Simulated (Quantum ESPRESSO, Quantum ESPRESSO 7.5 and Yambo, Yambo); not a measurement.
# InF3 (R-3c): G0W0 with Yambo, start to end

Aim: the G0W0 gap of InF3 (R-3c) on LDA, step by step.

Method: LDA and many-body steps on it, plane waves, in Quantum ESPRESSO 7.5 and Yambo 5.3.0.

## Step 1: The starting structure

It takes space group R-3c (No. 167, trigonal). Conventional cell: a = 5.204 Å, b = 5.204 Å, c = 14.723 Å, α = 90.00°, β = 90.00°, γ = 120.00°. Nearest to In lie 6 F at 2.08 Å. Nearest to F lie 2 In at 2.08 Å. Farther neighbours and most contacts between anions are not listed.

The cell and positions are those that the Materials Project relaxed with its own functionals (PBE, PBE+U or r2SCAN), kept fixed.

## Step 2: Ground state

This step: Quantum ESPRESSO 7.5; DFT, LDA, plane waves, norm-conserving pseudopotentials.

The ground-state density comes first.

pw.in reads:

```
&control
  calculation = 'scf'
  prefix = 'x'
  outdir = 'o'
  pseudo_dir = 'pseudo'
/
&system
  ibrav = 0
  nat = 8
  ntyp = 2
  ecutwfc = 80.0
  nbnd = 50
  force_symmorphic = .true.
/
&electrons
  conv_thr = 1e-10
  electron_maxstep = 80
  mixing_beta = 0.5
/
ATOMIC_SPECIES
  In 114.82 In.upf
  F 18.998 F.upf
CELL_PARAMETERS angstrom
  2.6021411829 1.5023469124 4.9075061345
  -2.6021411829 1.5023469124 4.9075061345
  0.0000000000 -3.0046938249 4.9075061345
ATOMIC_POSITIONS crystal
  In 0.5000000000 0.5000000000 0.5000000000
  In 0.0000000000 0.0000000000 0.0000000000
  F 0.3957092200 0.7500000000 0.1042907800
  F 0.7500000000 0.1042907800 0.3957092200
  F 0.8957092200 0.6042907800 0.2500000000
  F 0.2500000000 0.8957092200 0.6042907800
  F 0.6042907800 0.2500000000 0.8957092200
  F 0.1042907800 0.3957092200 0.7500000000
K_POINTS automatic
  6 6 6 0 0 0
```

The run is started by

```sh
> OMP_NUM_THREADS=1 mpirun -n 4 pw.x -nk 4 -in pw.in > pw.out
```

What it wrote:

```text
Program PWSCF v.7.5 starts

     This program is part of the open-source Quantum ESPRESSO suite
     for quantum simulation of materials; please cite
         "P. Giannozzi et al., J. Phys.:Condens. Matter 21 395502 (2009);
         "P. Giannozzi et al., J. Phys.:Condens. Matter 29 465901 (2017);
         "P. Giannozzi et al., J. Chem. Phys. 152 154105 (2020);
     in publications or presentations arising from this work. More details at
     Message from routine setup:
     using ibrav=0 with symmetry is DISCOURAGED, use correct ibrav instead

     G-vector sticks info

     bravais-lattice index     =            0
     lattice parameter (alat)  =      10.8740  a.u.
     unit-cell volume          =     776.8010 (a.u.)^3
     number of atoms/cell      =            8
     number of atomic types    =            2
     number of electrons       =        84.00
     number of Kohn-Sham states=           50
     kinetic-energy cutoff     =      80.0000  Ry
     charge density cutoff     =     320.0000  Ry
     scf convergence threshold =      1.0E-10
     mixing beta               =       0.5000
     number of iterations used =            8  plain     mixing
     Exchange-correlation= SLA  PW   NOGX NOGC
                           (   1   4   0   0   0   0   0)

     celldm(1)=  10.874024  celldm(2)=   0.000000  celldm(3)=   0.000000
     celldm(4)=   0.000000  celldm(5)=   0.000000  celldm(6)=   0.000000

     crystal axes: (cart. coord. in units of alat)
               a(1) = (   0.452209   0.261083   0.852844 )
               a(2) = (  -0.452209   0.261083   0.852844 )
               a(3) = (   0.000000  -0.522166   0.852844 )

     reciprocal axes: (cart. coord. in units 2 pi/alat)
               b(1) = (  1.105683  0.638366  0.390849 )
               b(2) = ( -1.105683  0.638366  0.390849 )
               b(3) = (  0.000000 -1.276733  0.390849 )
     Pseudo is Norm-conserving + core correction, Zval = 21.0
     Generated using ONCVPSP code by D. R. Hamann
     Using radial grid of 1894 points,  6 beta functions with:
     Pseudo is Norm-conserving + core correction, Zval =  7.0
     Generated using ONCVPSP code by D. R. Hamann
     Using radial grid of  824 points,  5 beta functions with:
     In               21.00   114.82000     In( 1.00)
     F                 7.00    18.99800     F ( 1.00)

      6 Sym. Ops., with inversion, found

   Cartesian axes

     site n.     atom                  positions (alat units)
         1        In     tau(   1) = (   0.0000000  -0.0000000   1.2792656  )
         2        In     tau(   2) = (   0.0000000   0.0000000   0.0000000  )
         3        F      tau(   3) = (  -0.1602136   0.2446682   1.0660546  )
         4        F      tau(   4) = (   0.2919957   0.0164149   1.0660546  )
         5        F      tau(   5) = (   0.1317821   0.2610831   1.4924765  )
         6        F      tau(   6) = (  -0.2919957  -0.0164149   1.4924765  )
         7        F      tau(   7) = (   0.1602136  -0.2446682   1.4924765  )
         8        F      tau(   8) = (  -0.1317821  -0.2610831   1.0660546  )

     number of k points=    40
                       cart. coord. in units 2pi/alat
        k(    1) = (   0.0000000   0.0000000   0.0000000), wk =   0.0092593
        k(    2) = (   0.0000000  -0.2127888   0.0651415), wk =   0.0555556
        k(    3) = (   0.0000000  -0.4255775   0.1302831), wk =   0.0555556
        k(    4) = (   0.0000000   0.6383663  -0.1954246), wk =   0.0277778
        k(    5) = (  -0.1842805  -0.1063944   0.1302831), wk =   0.0555556
        k(    6) = (  -0.1842805  -0.3191831   0.1954246), wk =   0.0555556
        k(    7) = (  -0.1842805   0.7447606  -0.1302831), wk =   0.0555556
        k(    8) = (  -0.1842805   0.5319719  -0.0651415), wk =   0.0555556
        k(    9) = (  -0.1842805   0.3191831   0.0000000), wk =   0.0555556
        k(   10) = (  -0.3685609  -0.2127888   0.2605662), wk =   0.0555556
     [... 28 further rows ...]
        k(   39) = (  -0.1842805  -0.5319719  -0.1302831), wk =   0.0555556
        k(   40) = (   0.7371219  -0.2127888   0.2605662), wk =   0.0555556

     Dense  grid:    74873 G-vectors     FFT dimensions: (  64,  64,  64)

     Initial potential from superposition of free atoms

     starting charge      83.9942, renormalised to      84.0000
     Starting wfcs are   50 randomized atomic wfcs

     per-process dynamical memory:   136.4 Mb

     Self-consistent Calculation

     iteration #  1     ecut=    80.00 Ry     beta= 0.50

     total energy              =   -1092.43038967 Ry
     estimated scf accuracy    <       0.99624452 Ry

     iteration #  2     ecut=    80.00 Ry     beta= 0.50

     total energy              =   -1092.72879304 Ry
     estimated scf accuracy    <       0.17400572 Ry

     iteration #  3     ecut=    80.00 Ry     beta= 0.50

     total energy              =   -1092.75357785 Ry
     estimated scf accuracy    <       0.00987396 Ry

     iteration #  4     ecut=    80.00 Ry     beta= 0.50

     total energy              =   -1092.75439259 Ry
     estimated scf accuracy    <       0.00050931 Ry

     iteration #  5     ecut=    80.00 Ry     beta= 0.50

     total energy              =   -1092.75449599 Ry
     estimated scf accuracy    <       0.00002139 Ry

     iteration #  6     ecut=    80.00 Ry     beta= 0.50

     total energy              =   -1092.75449622 Ry
     estimated scf accuracy    <       0.00000254 Ry

     iteration #  7     ecut=    80.00 Ry     beta= 0.50

     total energy              =   -1092.75449669 Ry
     estimated scf accuracy    <       0.00000012 Ry

     iteration #  8     ecut=    80.00 Ry     beta= 0.50

     total energy              =   -1092.75449672 Ry
     estimated scf accuracy    <       0.00000003 Ry

     iteration #  9     ecut=    80.00 Ry     beta= 0.50

     total energy              =   -1092.75449672 Ry
     estimated scf accuracy    <          5.4E-10 Ry

     iteration # 10     ecut=    80.00 Ry     beta= 0.50

     End of self-consistent calculation

          k = 0.0000 0.0000 0.0000 (  9321 PWs)   bands (ev):

  -108.5499-108.5498 -67.1693 -67.1693 -67.1688 -67.1688 -67.1512 -67.1506
   -17.5336 -17.0687 -17.0687 -16.9410 -16.8391 -16.8391  -8.5556  -8.5556
    -8.0754  -8.0754  -8.0509  -7.9059  -7.9001  -7.9001  -7.3455  -7.3455
    -2.7932  -0.7320  -0.7320  -0.3872   1.0025   1.1275   1.1379   1.2684
     1.2684   1.7931   1.7931   2.0962   2.1652   2.1652   2.2165   2.2165
     2.3611   2.3611   6.4029  11.8103  12.8183  13.9160  13.9160  14.9032
    15.8085  15.8085

          k = 0.0000-0.2128 0.0651 (  9391 PWs)   bands (ev):

  -108.5499-108.5498 -67.1693 -67.1693 -67.1688 -67.1688 -67.1512 -67.1506
   -17.4876 -17.0628 -17.0586 -16.9495 -16.8800 -16.8604  -8.4858  -8.4843
    -8.0638  -8.0626  -8.0395  -7.9140  -7.9113  -7.9102  -7.4450  -7.4406
    -2.6987  -0.9262  -0.5466  -0.3193   0.9437   1.0645   1.2780   1.3478
     1.4569   1.5631   1.8048   2.0401   2.0960   2.1089   2.1619   2.1720
     2.3011   2.3554   6.8211  11.2878  13.1346  13.5494  14.0186  14.9133
    15.4826  15.9135

          k = 0.0000-0.4256 0.1303 (  9404 PWs)   bands (ev):

  -108.5499-108.5499 -67.1692 -67.1692 -67.1689 -67.1689 -67.1511 -67.1507
   -17.3623 -17.0605 -17.0314 -16.9924 -16.9562 -16.9134  -8.2891  -8.2867
    -8.0319  -8.0288  -8.0094  -7.9432  -7.9387  -7.9366  -7.6956  -7.6871
    -2.4118  -1.4097  -0.0942  -0.0442   0.7857   1.0493   1.1460   1.3894
     1.4874   1.5903   1.8226   1.8854   2.0024   2.0379   2.0592   2.1394
     2.2735   2.3142   7.8097  10.2232  13.2483  13.7340  13.9044  14.7125
    15.0760  15.4987

          k = 0.0000 0.6384-0.1954 (  9372 PWs)   bands (ev):

     [... further k-points ...]

     highest occupied, lowest unoccupied level (ev):     2.3935    6.4029

!    total energy              =   -1092.75449672 Ry
     estimated scf accuracy    <          1.3E-11 Ry

     The total energy is the sum of the following terms:
     one-electron contribution =    -723.92824889 Ry
     hartree contribution      =     387.83386560 Ry
     xc contribution           =    -176.43314625 Ry
     ewald contribution        =    -580.22696718 Ry

     convergence has been achieved in  10 iterations

     XML data file, charge density, pseudopotentials, collected wavefunctions

=------------------------------------------------------------------------------=
   JOB DONE.
=------------------------------------------------------------------------------=
```

Wall time 65 s (4 MPI ranks of Arm Neoverse V2, shared host); peak memory 0.8 GiB; 4.3 min of CPU time.

This step gave:

* total energy: -14867.6823 eV
* gap: 4.009 eV
* k of the valence top: 0, -0.5, -0.5
* k of the conduction bottom: 0, 0, 0
* least direct gap: 4.042 eV

The gap is indirect, with the least direct gap 0.03 eV higher.

## Step 3: Bands along the symmetry lines

Levels along a band path, at the cheap level, show where the edges lie and whether the meshes to come will hold them.

pw.in reads:

```
&control
  calculation = 'bands'
  prefix = 'x'
  outdir = 'o'
  pseudo_dir = 'pseudo'
/
&system
  ibrav = 0
  nat = 8
  ntyp = 2
  ecutwfc = 80.0
  nbnd = 48
  force_symmorphic = .true.
/
&electrons
  conv_thr = 1e-9
  electron_maxstep = 80
  diago_full_acc = .true.
  diago_thr_init = 5e-6
/
ATOMIC_SPECIES
  In 114.82 In.upf
  F 18.998 F.upf
CELL_PARAMETERS angstrom
  2.6021411829 1.5023469124 4.9075061345
  -2.6021411829 1.5023469124 4.9075061345
  0.0000000000 -3.0046938249 4.9075061345
ATOMIC_POSITIONS crystal
  In 0.5000000000 0.5000000000 0.5000000000
  In 0.0000000000 0.0000000000 0.0000000000
  F 0.3957092200 0.7500000000 0.1042907800
  F 0.7500000000 0.1042907800 0.3957092200
  F 0.8957092200 0.6042907800 0.2500000000
  F 0.2500000000 0.8957092200 0.6042907800
  F 0.6042907800 0.2500000000 0.8957092200
  F 0.1042907800 0.3957092200 0.7500000000
K_POINTS crystal
  59
  0.00000000 0.00000000 0.00000000 1
  0.06250000 0.06250000 0.06250000 1
  0.12500000 0.12500000 0.12500000 1
  0.18750000 0.18750000 0.18750000 1
  0.25000000 0.25000000 0.25000000 1
  0.31250000 0.31250000 0.31250000 1
  0.37500000 0.37500000 0.37500000 1
  0.43750000 0.43750000 0.43750000 1
  0.50000000 0.50000000 0.50000000 1
  0.53385691 0.46614309 0.50000000 1
  0.56771382 0.43228618 0.50000000 1
  0.60157073 0.39842927 0.50000000 1
  0.63542764 0.36457236 0.50000000 1
  0.66928455 0.33071545 0.50000000 1
  0.70314146 0.29685854 0.50000000 1
  0.73699837 0.26300163 0.50000000 1
  0.77085528 0.22914472 0.50000000 1
  0.50000000 -0.22914472 0.22914472 1
  0.50000000 -0.20050163 0.20050163 1
  0.50000000 -0.17185854 0.17185854 1
  0.50000000 -0.14321545 0.14321545 1
  0.50000000 -0.11457236 0.11457236 1
  0.50000000 -0.08592927 0.08592927 1
  0.50000000 -0.05728618 0.05728618 1
  0.50000000 -0.02864309 0.02864309 1
  0.50000000 0.00000000 0.00000000 1
  0.43750000 0.00000000 0.00000000 1
  0.37500000 0.00000000 0.00000000 1
  0.31250000 0.00000000 0.00000000 1
  0.25000000 0.00000000 0.00000000 1
  0.18750000 0.00000000 0.00000000 1
  0.12500000 0.00000000 0.00000000 1
  0.06250000 0.00000000 0.00000000 1
  0.00000000 0.00000000 0.00000000 1
  0.04557154 -0.04557154 0.00000000 1
  0.09114309 -0.09114309 0.00000000 1
  0.13671464 -0.13671464 0.00000000 1
  0.18228618 -0.18228618 0.00000000 1
  0.22785772 -0.22785772 0.00000000 1
  0.27342927 -0.27342927 0.00000000 1
  0.31900081 -0.31900081 0.00000000 1
  0.36457236 -0.36457236 -0.00000000 1
  0.63542764 0.00000000 0.36457236 1
  0.61849919 0.00000000 0.38150081 1
  0.60157073 0.00000000 0.39842927 1
  0.58464227 0.00000000 0.41535773 1
  0.56771382 0.00000000 0.43228618 1
  0.55078536 0.00000000 0.44921464 1
  0.53385691 0.00000000 0.46614309 1
  0.51692845 0.00000000 0.48307154 1
  0.50000000 0.00000000 0.50000000 1
  0.43750000 0.00000000 0.43750000 1
  0.37500000 0.00000000 0.37500000 1
  0.31250000 0.00000000 0.31250000 1
  0.25000000 0.00000000 0.25000000 1
  0.18750000 0.00000000 0.18750000 1
  0.12500000 0.00000000 0.12500000 1
  0.06250000 0.00000000 0.06250000 1
  0.00000000 0.00000000 0.00000000 1
```

What it wrote:

```text
[banner, memory and clock lines left out]
Program PWSCF v.7.5 starts

     Atomic positions and unit cell read from directory:
     o/x.save/

     Message from routine setup:
     using ibrav=0 with symmetry is DISCOURAGED, use correct ibrav instead

     G-vector sticks info

     bravais-lattice index     =            0
     lattice parameter (alat)  =      10.8740  a.u.
     unit-cell volume          =     776.8010 (a.u.)^3
     number of atoms/cell      =            8
     number of atomic types    =            2
     number of electrons       =        84.00
     number of Kohn-Sham states=           48
     kinetic-energy cutoff     =      80.0000  Ry
     charge density cutoff     =     320.0000  Ry
     Exchange-correlation= SLA  PW   NOGX NOGC
                           (   1   4   0   0   0   0   0)

     celldm(1)=  10.874024  celldm(2)=   0.000000  celldm(3)=   0.000000
     celldm(4)=   0.000000  celldm(5)=   0.000000  celldm(6)=   0.000000

     crystal axes: (cart. coord. in units of alat)
               a(1) = (   0.452209   0.261083   0.852844 )
               a(2) = (  -0.452209   0.261083   0.852844 )
               a(3) = (   0.000000  -0.522166   0.852844 )

     reciprocal axes: (cart. coord. in units 2 pi/alat)
               b(1) = (  1.105683  0.638366  0.390849 )
               b(2) = ( -1.105683  0.638366  0.390849 )
               b(3) = (  0.000000 -1.276733  0.390849 )
     Pseudo is Norm-conserving + core correction, Zval = 21.0
     Generated using ONCVPSP code by D. R. Hamann
     Using radial grid of 1894 points,  6 beta functions with:
     Pseudo is Norm-conserving + core correction, Zval =  7.0
     Generated using ONCVPSP code by D. R. Hamann
     Using radial grid of  824 points,  5 beta functions with:
     In               21.00   114.82000     In( 1.00)
     F                 7.00    18.99800     F ( 1.00)

      6 Sym. Ops., with inversion, found

   Cartesian axes

     site n.     atom                  positions (alat units)
         1        In     tau(   1) = (   0.0000000  -0.0000000   1.2792656  )
         2        In     tau(   2) = (   0.0000000   0.0000000   0.0000000  )
         3        F      tau(   3) = (  -0.1602136   0.2446682   1.0660546  )
         4        F      tau(   4) = (   0.2919957   0.0164149   1.0660546  )
         5        F      tau(   5) = (   0.1317821   0.2610831   1.4924765  )
         6        F      tau(   6) = (  -0.2919957  -0.0164149   1.4924765  )
         7        F      tau(   7) = (   0.1602136  -0.2446682   1.4924765  )
         8        F      tau(   8) = (  -0.1317821  -0.2610831   1.0660546  )

     number of k points=    59
                       cart. coord. in units 2pi/alat
        k(    1) = (   0.0000000   0.0000000   0.0000000), wk =   0.0338983
        k(    2) = (   0.0000000   0.0000000   0.0732842), wk =   0.0338983
        k(    3) = (   0.0000000   0.0000000   0.1465685), wk =   0.0338983
[...]
[... 47 further rows ...]
        k(   58) = (   0.0691052  -0.0398979   0.0488562), wk =   0.0338983
        k(   59) = (   0.0000000   0.0000000   0.0000000), wk =   0.0338983

     Dense  grid:    74873 G-vectors     FFT dimensions: (  64,  64,  64)

     The potential is recalculated from file :
     o/x.save/charge-density

     Starting wfcs are   50 randomized atomic wfcs

     Band Structure Calculation

     End of band structure calculation

          k = 0.0000 0.0000 0.0000 (  9321 PWs)   bands (ev):

  -108.5499-108.5499 -67.1693 -67.1693 -67.1688 -67.1688 -67.1513 -67.1506
   -17.5336 -17.0687 -17.0687 -16.9410 -16.8390 -16.8390  -8.5556  -8.5556
    -8.0755  -8.0754  -8.0509  -7.9059  -7.9001  -7.9001  -7.3455  -7.3455
    -2.7932  -0.7320  -0.7320  -0.3872   1.0025   1.1275   1.1379   1.2684
[...]
k = 0.0000 0.0000 0.0733 (  9327 PWs)   bands (ev):

  -108.5499-108.5499 -67.1693 -67.1693 -67.1688 -67.1688 -67.1512 -67.1506
[...]
k = 0.0000 0.0000 0.1466 (  9321 PWs)   bands (ev):

  -108.5499-108.5499 -67.1693 -67.1693 -67.1688 -67.1688 -67.1512 -67.1506
[...]
k =-0.0000 0.0000 0.2199 (  9348 PWs)   bands (ev):

[...]
k =-0.0000 0.0000 0.4397 (  9353 PWs)   bands (ev):

[...]
k =-0.0000 0.0000 0.5130 (  9320 PWs)   bands (ev):

[...]
k = 0.8062-0.1197 0.1954 (  9402 PWs)   bands (ev):

[...]
k = 0.7745-0.0648 0.1954 (  9386 PWs)   bands (ev):

[...]
k = 0.7429-0.0099 0.1954 (  9402 PWs)   bands (ev):

[...]
k = 0.5039 0.0000-0.0000 (  9414 PWs)   bands (ev):

[...]
k = 0.6047 0.0000-0.0000 (  9408 PWs)   bands (ev):

[...]
k = 0.8062 0.0000 0.0000 (  9400 PWs)   bands (ev):

[...]
k = 0.1382-0.0798 0.0977 (  9367 PWs)   bands (ev):

[...]
k = 0.0691-0.0399 0.0489 (  9345 PWs)   bands (ev):

  -108.5499-108.5499 -67.1693 -67.1693 -67.1688 -67.1688 -67.1512 -67.1506
[...]
k = 0.0000 0.0000 0.0000 (  9321 PWs)   bands (ev):

  -108.5499-108.5499 -67.1693 -67.1693 -67.1688 -67.1688 -67.1513 -67.1506
[...]
1.2684   1.7931   1.7931   2.0962   2.1652   2.1652   2.2165   2.2165
     2.3611   2.3611   6.4029  11.8103  12.8183  13.9160  13.9160  14.9032

     XML data file, pseudopotentials, collected wavefunctions
```

The job ended after 23 s (4 MPI ranks; peak memory 0.47 GiB; 90 s of CPU time).

This step gave:

| Item | Value |
| --- | --- |
| gap | 4.009 eV |
| k of the valence top | 0.5, 0, 0.5 |
| k of the conduction bottom | 0, 0, 0 |
| least direct gap | 4.042 eV |

The gap is 4.009 eV, as in the run before at this level.

Electronic bands along the path, in eV, zero at the top of the highest filled band:

```
     point  band 39  band 40  band 41  band 42  band 43  band 44  band 45  band 46
         Γ    -0.18    -0.18    -0.03    -0.03     4.01     9.42    10.42    11.52
   halfway    -0.18    -0.18    -0.05    -0.05     4.78     8.22    11.14    11.80
         T    -0.12    -0.12    -0.12    -0.12     6.43     6.43    11.71    11.71
   halfway    -0.21    -0.21    -0.14    -0.14     6.78     6.78    10.66    10.66
        H2    -0.18    -0.18    -0.09    -0.09     7.09     7.09    10.03    10.03
jump to H0    -0.18    -0.18    -0.09    -0.09     7.09     7.09    10.03    10.03
   halfway    -0.26    -0.26    -0.10    -0.10     6.80     6.80    10.54    10.54
         L    -0.26    -0.26    -0.13    -0.13     6.61     6.61    11.02    11.02
   halfway    -0.28    -0.27    -0.11    -0.05     4.88     8.40    10.95    11.04
         Γ    -0.18    -0.18    -0.03    -0.03     4.01     9.42    10.42    11.52
   halfway    -0.23    -0.19    -0.16    -0.03     5.19     8.20    10.46    11.32
        S0    -0.22    -0.18    -0.14    -0.03     6.85     7.23     9.89    10.62
jump to S2    -0.22    -0.18    -0.14    -0.03     6.85     7.23     9.89    10.62
   halfway    -0.21    -0.19    -0.16    -0.01     6.61     7.83     9.71    10.51
         F    -0.25    -0.20    -0.15     0.00     6.54     8.08     9.59    10.49
   halfway    -0.27    -0.16    -0.14    -0.09     5.10     8.53    10.55    10.74
         Γ    -0.18    -0.18    -0.03    -0.03     4.01     9.42    10.42    11.52
```

(Continued in part 2 of 3.)

[Paths, hosts, dates, memory and timing lines, banners, echoed tables and standing remarks are left out of the program output.]

[Logs are printed without paths, hosts, clocks, repeated set-up lines and the standing remarks that a program may print on its own settings, such as how far it seeks lower states.]

[Runs of the session that timed out or met a known fault of the program may be left out.]

[Hosts, paths, dates, database ids (printed as entryN), source tags and the programs' standing remarks are cut or masked in the printed files.]
